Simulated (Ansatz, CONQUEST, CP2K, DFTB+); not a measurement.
# Running phosphorene, 4 layers, S on P sites (96 atoms) with CONQUEST

Wanted: CONQUEST inputs and outputs for phosphorene, 4 layers, S on P sites (96 atoms), checked against a plane-wave reference.

Method: the method is named at each step, in CONQUEST 1.3.

### Step 1. The structure

The cell holds 96 atoms: 75 P and 21 S. Cell: a = 10.340 Å, b = 9.102 Å, c = 34.578 Å, α = 90.0°, β = 90.0°, γ = 90.0°. It derives from P (phosphorene). 4 layers of phosphorene (a = 3.314 Å), 3 x 2 cells, biaxial strain +4 %, every second layer slid by 0.500 of a1; facing planes 3.43, 3.33, 3.29 Å apart; 16 Å of vacuum; 21 of 96 P replaced by S at random; displaced by a Gaussian of 0.04 Å. Then every atom was moved at random, 0.02 Å r.m.s. a Cartesian component. Regions: layer 1, 24 atoms (13 P and 11 S); layer 2, 24 atoms (21 P and 3 S); layer 3, 24 atoms (21 P and 3 S); layer 4, 24 atoms (20 P and 4 S). Vacuum lies along c.

The yardstick, on the same geometry:

| Item | Value |
| --- | --- |
| method | Kohn-Sham DFT, PBE, PAW, plane waves (Ansatz 0.2.0); cutoff 420 eV, Γ point, fermi-dirac smearing of 0.05 eV; PAW set soft_2 |
| r.m.s. force component | 0.666 eV/Å |
| longest force | 3.039 eV/Å |
| SCF cycles | 14 |
| time | 26 s on 4 threads of Intel Xeon Platinum 8488C (Sapphire Rapids), shared host |
| CPU time | 99 s |

### Step 2. PBE, grid 80 Ha

Method: Kohn-Sham DFT, PBE, norm-conserving pseudopotentials, pseudo-atomic orbitals (double zeta with polarisation), diagonalisation.

The .ion files beside the input carry potential, basis and functional.

File Conquest_input:

```
IO.Title cell
IO.Coordinates coords.dat
IO.FractionalAtomicCoords T
IO.Iprint 1
General.NumberOfSpecies 2
AtomMove.TypeOfRun static
AtomMove.CalcStress F
Grid.GridCutoff 80
DM.SolutionMethod diagon
SC.MaxIters 100
SC.LinearMixingFactor 0.1
SC.KerkerPreCondition T
minE.SCTolerance 1e-06
Diag.kT 0.001837
Diag.MPMesh T
Diag.GammaCentred T
Diag.MPMeshX 1
Diag.MPMeshY 1
Diag.MPMeshZ 1
%block ChemicalSpeciesLabel
1 30.974 P
2 32.060 S
%endblock
```

File coords.dat:

```
19.539201 0.000000 0.000000
0.000000 17.200476 0.000000
0.000000 0.000000 65.342950
96
0.99130 0.04280 0.29154 1 T T T
0.99796 0.96532 0.23096 2 T T T
0.16978 0.21454 0.29197 1 T T T
0.16698 0.29597 0.22906 1 T T T
0.00089 0.52658 0.29388 1 T T T
0.99749 0.45602 0.22909 2 T T T
0.16862 0.70721 0.29237 1 T T T
0.16271 0.78397 0.23293 2 T T T
0.34551 0.03847 0.29396 2 T T T
0.34034 0.95899 0.23382 2 T T T
0.49892 0.20446 0.29281 1 T T T
0.49450 0.28297 0.23093 1 T T T
0.32979 0.53905 0.29485 1 T T T
0.33634 0.46286 0.23157 2 T T T
0.50743 0.70447 0.29195 1 T T T
0.50417 0.78596 0.23045 1 T T T
0.66842 0.04600 0.29425 2 T T T
0.66393 0.96085 0.23189 1 T T T
0.83155 0.21138 0.29172 2 T T T
0.82924 0.29779 0.23130 1 T T T
0.66861 0.54533 0.29344 2 T T T
0.67197 0.45021 0.23096 2 T T T
0.83542 0.70515 0.29168 1 T T T
0.83670 0.78965 0.23182 2 T T T
0.16580 0.03779 0.45392 1 T T T
0.16278 0.96262 0.39379 1 T T T
0.33244 0.21083 0.45406 1 T T T
0.33363 0.29172 0.39206 1 T T T
0.16492 0.54234 0.45201 1 T T T
0.17052 0.45417 0.39099 1 T T T
0.33681 0.71305 0.45482 1 T T T
0.32616 0.78697 0.39401 1 T T T
0.50202 0.04090 0.45364 1 T T T
0.49425 0.95967 0.39335 2 T T T
0.67116 0.21079 0.45111 2 T T T
0.66174 0.29115 0.39385 1 T T T
0.49133 0.53622 0.45485 2 T T T
0.49738 0.46450 0.38991 1 T T T
0.66974 0.71396 0.45130 1 T T T
0.66679 0.79039 0.39261 1 T T T
0.83155 0.03572 0.45386 1 T T T
0.83457 0.96184 0.39204 1 T T T
0.00576 0.21059 0.45397 1 T T T
0.00213 0.27374 0.39104 1 T T T
0.84383 0.53973 0.45399 1 T T T
0.83335 0.45685 0.39401 1 T T T
0.00502 0.71405 0.45562 1 T T T
0.99317 0.79117 0.39280 1 T T T
0.00560 0.04113 0.61090 1 T T T
0.00308 0.96110 0.55176 1 T T T
0.16555 0.21485 0.61004 1 T T T
0.16869 0.28121 0.55072 1 T T T
0.00257 0.54066 0.61181 1 T T T
0.99859 0.45708 0.54977 2 T T T
0.16479 0.71310 0.61136 1 T T T
0.17235 0.79140 0.55211 1 T T T
[... 36 atom lines left out ...]
0.83916 0.53214 0.76697 1 T T T
0.83421 0.45567 0.70653 1 T T T
0.00703 0.71869 0.76851 1 T T T
0.00009 0.78195 0.70595 1 T T T
```

Command:

```console
OMP_NUM_THREADS=1 mpirun -np 2 Conquest > output.txt
```

Numbers of over 12 decimals in the logs are rounded to 6 here.

Conquest_out:

```text
      Simulation cell dimensions:    19.5392 a0 x    17.2005 a0 x    65.3430 a0
        This calculation includes non-local pseudopotentials,
         with a maximum core radius of      6.72548408
    Job title: cell
    Job to be run: static calculation
    Ground state search:
      Support functions represented with PAO basis
      1:1 PAO to SF mapping
      Non-spin-polarised electrons
      Solving for the K matrix using diagonalisation
      Using Fermi-Dirac smearing
    Integration grid size:     80 x   72 x  288
    Integration grid spacing:  0.244 a0 x 0.239 a0 x 0.227 a0
    Number of species:  2
    --------------------------------------------------------
    |   #  mass (au)  Charge (e)  SF Rad (a0)  NSF  Label  |
    --------------------------------------------------------
    |   1     30.974       5.000        7.083   13  P      |
    |   2     32.060       6.000        6.350   13  S      |
    --------------------------------------------------------
          SCF tolerance:                 0.00000100
          SCF iterations:               100
    The calculation will be performed on     2 processes
    The calculation will be performed on     1 thread
    Using the default matrix multiplication kernel
    The functional used will be GGA PBE96
    set_atom_dens: In set_atomic_density, electrons :     501.000000000000
    PulayMixSC: Starting Pulay mixing, A_up =  0.100 A_dn =  0.100
    PulayMixSC: Spin non-polarised calculation.
    PulayMixSC: with Kerker preconditioning, q0 =  0.100
          Harris-Foulkes Energy            :      -749.748119 Ha
          Free Energy (E-TS)               :      -749.755263 Ha
    PulayMixSC: Pulay iteration     1 residual:              0.74817E-03
          Harris-Foulkes Energy            :      -749.700447 Ha
          Free Energy (E-TS)               :      -749.708209 Ha
    PulayMixSC: Pulay iteration     2 residual:              0.66318E-03
          Harris-Foulkes Energy            :      -749.608280 Ha
          Free Energy (E-TS)               :      -749.620789 Ha
    PulayMixSC: Pulay iteration     3 residual:              0.30878E-03
          Harris-Foulkes Energy            :      -749.592409 Ha
          Free Energy (E-TS)               :      -749.605614 Ha
    PulayMixSC: Pulay iteration     4 residual:              0.25187E-03
          Harris-Foulkes Energy            :      -749.579651 Ha
          Free Energy (E-TS)               :      -749.592265 Ha
    PulayMixSC: Pulay iteration     5 residual:              0.10328E-03
          Harris-Foulkes Energy            :      -749.576478 Ha
          Free Energy (E-TS)               :      -749.589269 Ha
    PulayMixSC: Pulay iteration     6 residual:              0.61478E-04
          Harris-Foulkes Energy            :      -749.575690 Ha
          Free Energy (E-TS)               :      -749.588406 Ha
    PulayMixSC: Pulay iteration     7 residual:              0.33094E-04
          Harris-Foulkes Energy            :      -749.575472 Ha
          Free Energy (E-TS)               :      -749.588218 Ha
    PulayMixSC: Pulay iteration     8 residual:              0.17668E-04
          Harris-Foulkes Energy            :      -749.575451 Ha
          Free Energy (E-TS)               :      -749.588227 Ha
    PulayMixSC: Pulay iteration     9 residual:              0.12912E-04
          Harris-Foulkes Energy            :      -749.575412 Ha
          Free Energy (E-TS)               :      -749.588232 Ha
    PulayMixSC: Pulay iteration    10 residual:              0.71058E-05
          Harris-Foulkes Energy            :      -749.575422 Ha
          Free Energy (E-TS)               :      -749.588244 Ha
    PulayMixSC: Pulay iteration    11 residual:              0.53657E-05
          Harris-Foulkes Energy            :      -749.575465 Ha
          Free Energy (E-TS)               :      -749.588264 Ha
    PulayMixSC: Pulay iteration    12 residual:              0.28695E-05
          Harris-Foulkes Energy            :      -749.575472 Ha
          Free Energy (E-TS)               :      -749.588272 Ha
    PulayMixSC: Pulay iteration    13 residual:              0.19840E-05
          Harris-Foulkes Energy            :      -749.575473 Ha
          Free Energy (E-TS)               :      -749.588277 Ha
    PulayMixSC: Pulay iteration    14 residual:              0.15285E-05
          Harris-Foulkes Energy            :      -749.575474 Ha
          Free Energy (E-TS)               :      -749.588282 Ha
    PulayMixSC: Pulay iteration    15 residual:              0.12285E-05
          Harris-Foulkes Energy            :      -749.575481 Ha
          Free Energy (E-TS)               :      -749.588289 Ha
    PulayMixSC: Pulay iteration    16 residual:              0.95236E-06
    PulayMixSC: Reached SCF tolerance of  0.95236E-06 after     16 iterations
      | Number of electrons      =       501.000849
      | GS Energy as E-(1/2)TS   =      -749.581885 Ha
      | Free Energy as E-TS      =      -749.588289 Ha
      |* Harris-Foulkes energy   =      -749.575481 Ha
      |* DFT total energy        =      -749.575469 Ha
    force: Forces on atoms (Ha/a0)
    force:  Atom   X              Y              Z
    force:     1   0.0069338464   0.0104668239  -0.0034185163
    force:     2   0.0065962057   0.0494533601   0.0023040703
    force:     3  -0.0231379709   0.0013237259   0.0019194596
    force:     4  -0.0000560330  -0.0100459664  -0.0018999927
    force:     5   0.0038692948   0.0083661841  -0.0048093743
    force:     6   0.0026528729   0.0107160071   0.0109094608
    force:     7  -0.0130648256  -0.0067051941  -0.0009824344
    force:     8  -0.0125411305  -0.0443577102  -0.0017705577
    force:     9   0.0140491434   0.0091530203   0.0142956714
    force:    10   0.0468834309  -0.0020856882  -0.0176615206
    force:    11   0.0018402635   0.0088476116   0.0214021280
    force:    12   0.0031346937  -0.0001857952  -0.0115142555
    force:    13   0.0144315272  -0.0039085268   0.0009049145
    force:    14   0.0003361680  -0.0008410594   0.0044749784
    force:    15  -0.0109075341   0.0048749981   0.0174016903
    force:    16   0.0014099781   0.0188076862  -0.0115976037
    force:    17  -0.0434929879  -0.0320316915   0.0034401352
    force:    18  -0.0069048248  -0.0110699906  -0.0082564525
    force:    19   0.0452276219   0.0209132484   0.0160482644
    force:    20  -0.0052509427  -0.0029290634  -0.0243313592
    force:    21  -0.0056378396   0.0091111324   0.0438943307
    force:    22   0.0035391065  -0.0255977736  -0.0427921962
    force:    23   0.0001637119   0.0018929868   0.0109865990
    force:    24  -0.0300131496  -0.0135073867  -0.0022958875
[...]
force:    89  -0.0004514456   0.0078087178   0.0291277559
    force:    90   0.0181597719  -0.0032383764  -0.0293078456
    force:    91  -0.0000983917   0.0002246204  -0.0146666764
    force:    92  -0.0050702624  -0.0045940209   0.0064103429
    force:    93   0.0159154221   0.0061188466   0.0129774126
    force:    94   0.0030416892   0.0028603798  -0.0074041091
    force:    95  -0.0189211998  -0.0095163688  -0.0056225208
    force:    96  -0.0065045270   0.0082868353   0.0047769709
    force: Maximum force :        0.04945336(Ha/a0) on atom         2 in y direction
    force: Force Residual:        0.02384882 Ha/a0
    get_E_and_F: Change in energy during last step of electronic optimisation: -0.64489E-05
```

The job ended after 3.3 min (2 MPI ranks of Intel Xeon Platinum 8488C (Sapphire Rapids), shared host; peak memory 6.1 GiB).

Banners, paths, timers and routine set-up lines are dropped from the logs unmarked, and long logs keep their key lines alone; longer cuts are marked.

Numbers from this run, and their distance from the reference:

```yaml
r_m_s_force_component: 0.708 eV/Å
r_m_s_difference_of_force_components: 152.1 meV/Å
longest_difference_of_force_vectors: 385.9 meV/Å
force_difference_over_r_m_s_force: 22.83 %
slope_of_forces_against_the_reference_s: 1.039
correlation_of_force_components: 0.9774
```

Length of the force difference by element (eV/Å):

| element | atoms | mean | most |
| --- | --- | --- | --- |
| P | 75 | 0.25 | 0.31 |
| S | 21 | 0.31 | 0.39 |

A closer look about S65, which bears the longest force: 12 atoms, nearest first, numbered in the order of the input, with positions taken from that point.

```csv
atom,x,y,z,distance (Å),bonds,Fx,Fy,Fz (eV/Å)
S65,0.00,0.00,0.00,0.00,3,2.29,-2.05,-0.58
P66,0.00,-0.69,-2.13,2.24,3,-0.02,-0.45,0.60
P67,1.75,1.53,-0.05,2.33,3,0.11,0.31,0.18
S59,-1.77,1.63,-0.06,2.41,3,-2.50,1.66,-0.07
P57,-3.46,0.02,-0.07,3.46,3,-0.05,0.39,1.28
P49,3.48,0.03,-0.06,3.48,3,-0.57,0.16,0.87
P71,1.82,-2.98,0.00,3.49,3,-1.12,-0.06,-0.19
P63,-1.84,-3.03,0.03,3.54,3,0.83,0.52,-0.67
P68,1.63,2.30,-2.15,3.55,3,-0.41,-0.49,-0.07
P72,1.65,-2.31,-2.15,3.56,3,0.64,0.19,0.20
P64,-1.77,-2.25,-2.18,3.60,3,0.15,0.30,0.77
P60,-1.83,2.26,-2.15,3.62,3,0.58,0.24,0.26
```

Forces lie 23 % from the reference's, at 4.0 times its CPU time (on 2 against 4 cores).

### Step 3. PBE, grid 80 Ha, multi-site 5 bohr

Method: Kohn-Sham DFT, PBE, norm-conserving pseudopotentials, pseudo-atomic orbitals (double zeta with polarisation), contracted to multi-site support functions, diagonalisation.

Conquest_input: that of step 2 with these lines changed.

```diff
@@ -23 +23,14 @@
 %endblock
+Basis.MultisiteSF T
+Multisite.LFD T
+Multisite.LFD.NonSCF T
+%block P
+Atom.NumberOfSupports 4
+Atom.MultisiteRange 5.0
+Atom.LFDRange 5.0
+%endblock
+%block S
+Atom.NumberOfSupports 4
+Atom.MultisiteRange 5.0
+Atom.LFDRange 5.0
+%endblock
```

coords.dat is that of step 2.

Conquest_out:

```text
      Simulation cell dimensions:    19.5392 a0 x    17.2005 a0 x    65.3430 a0
        This calculation includes non-local pseudopotentials,
         with a maximum core radius of      6.72548408
    Job title: cell
    Job to be run: static calculation
    Ground state search:
      Support functions represented with PAO basis
      Multi-site SFs used with local filter diagonalisation
      Non-spin-polarised electrons
      Solving for the K matrix using diagonalisation
      Using Fermi-Dirac smearing
    Integration grid size:     80 x   72 x  288
[... lines left out ...]
    The functional used will be GGA PBE96
[... lines left out ...]
          Free Energy (E-TS)               :      -748.584962 Ha
[... lines left out ...]
          Free Energy (E-TS)               :      -748.541170 Ha
[... lines left out ...]
          Free Energy (E-TS)               :      -748.478057 Ha
[... lines left out ...]
          Harris-Foulkes Energy            :      -748.434408 Ha
          Free Energy (E-TS)               :      -748.448400 Ha
    PulayMixSC: Pulay iteration    15 residual:              0.12274E-05
          Harris-Foulkes Energy            :      -748.434436 Ha
          Free Energy (E-TS)               :      -748.448423 Ha
    PulayMixSC: Pulay iteration    16 residual:              0.99796E-06
    PulayMixSC: Reached SCF tolerance of  0.99796E-06 after     16 iterations
      | Number of electrons      =       501.000824
      | GS Energy as E-(1/2)TS   =      -748.441429 Ha
      | Free Energy as E-TS      =      -748.448423 Ha
      |* Harris-Foulkes energy   =      -748.434436 Ha
      |* DFT total energy        =      -748.434387 Ha
    force: Forces on atoms (Ha/a0)
    force:  Atom   X              Y              Z
    force:     1   0.0150916270   0.0221318535  -0.0074153764
    force:     2   0.0054748501   0.0536286982   0.0004623370
    force:     3  -0.0157917921  -0.0149096269   0.0071610932
[...]
force:    95  -0.0190137175  -0.0299490183  -0.0002977199
    force:    96  -0.0079650377   0.0271197619   0.0000498718
    force: Maximum force :        0.07137121(Ha/a0) on atom        59 in x direction
    force: Force Residual:        0.03389330 Ha/a0
    get_E_and_F: Change in energy during last step of electronic optimisation: -0.27606E-04
```

Wall time 2.3 min (2 MPI ranks); peak memory 5.7 GiB.

Compared with the plane-wave run:

```yaml
r_m_s_force_component: 1.006 eV/Å
r_m_s_difference_of_force_components: 639.4 meV/Å
longest_difference_of_force_vectors: 2464 meV/Å
force_difference_over_r_m_s_force: 96.01 %
slope_of_forces_against_the_reference_s: 1.181
correlation_of_force_components: 0.7813
```

This is a coarse setting, run to see what it loses.

Against the first run (23 %), the force difference from the reference is 96 %, at 0.69 times the CPU time.

### Step 4. The ladder

Differences are against the plane-wave reference, forces as r.m.s. over components; share is that over the reference's r.m.s. force, slope the least-squares factor from reference forces to these. Total energies of different programs have different zeros and aren't compared.

```
                                                 run  Δ force, r.m.s. (meV/Å)  share (%)  slope  cores  CPU time  memory (GiB)
                                           reference                        -          -      -      4      99 s           3.4
                            CONQUEST PBE, grid 80 Ha                      152       22.8  1.039      2   6.6 min           6.1
CONQUEST PBE, grid 80 Ha, multi-site 5 bohr (coarse)                      639       96.0  1.181      2   4.6 min           5.7
```

Rows marked coarse were listed beforehand as settings not expected to be converged; some can still land near the reference.

CPU time is summed over cores on a shared host, where runs went side by side, so it is rough. Symmetry, cutoffs, thresholds, outputs and thread counts weren't matched or tuned between programs; memory under MPI is the largest rank's times the ranks.

### Step 5. Outcome

```json
{
  "nearest in forces": "CONQUEST PBE, grid 80 Ha, 23 %",
  "its CPU time": "6.6 min"
}
```

What this shows: The PBE run in local orbitals, coarse settings apart, differs by 23 % (CONQUEST PBE, grid 80 Ha); basis, grid and potentials can all enter. Runs with settings chosen to be coarse differ by 96 % (CONQUEST PBE, grid 80 Ha, multi-site 5 bohr), their programs' other errors included. None of the electronic-structure runs in the table takes under half the reference's CPU time of 99 s; they take 2.8 to 4.0 times as much. The electron count is odd in these runs, and they have no spin polarisation, so the unpaired electron is spread evenly over both spins. The electron count is odd and the run has no spin polarisation, so levels at the top are partly filled by construction. The electronic-structure runs sample only Γ, in a cell whose shortest periodic width is 9 Å, which is coarse for a cell with partly filled levels.

[Also dropped from logs without a mark: logging warnings of Python, and SIESTA's first energy breakdown and zero terms.]

[Logs are printed without paths, hosts, clocks, repeated set-up lines and the standing remarks that a program may print on its own settings, such as how far it seeks lower states.]

[Hosts, paths, dates, database ids (printed as entryN), source tags and the programs' standing remarks are cut or masked in the printed files.]
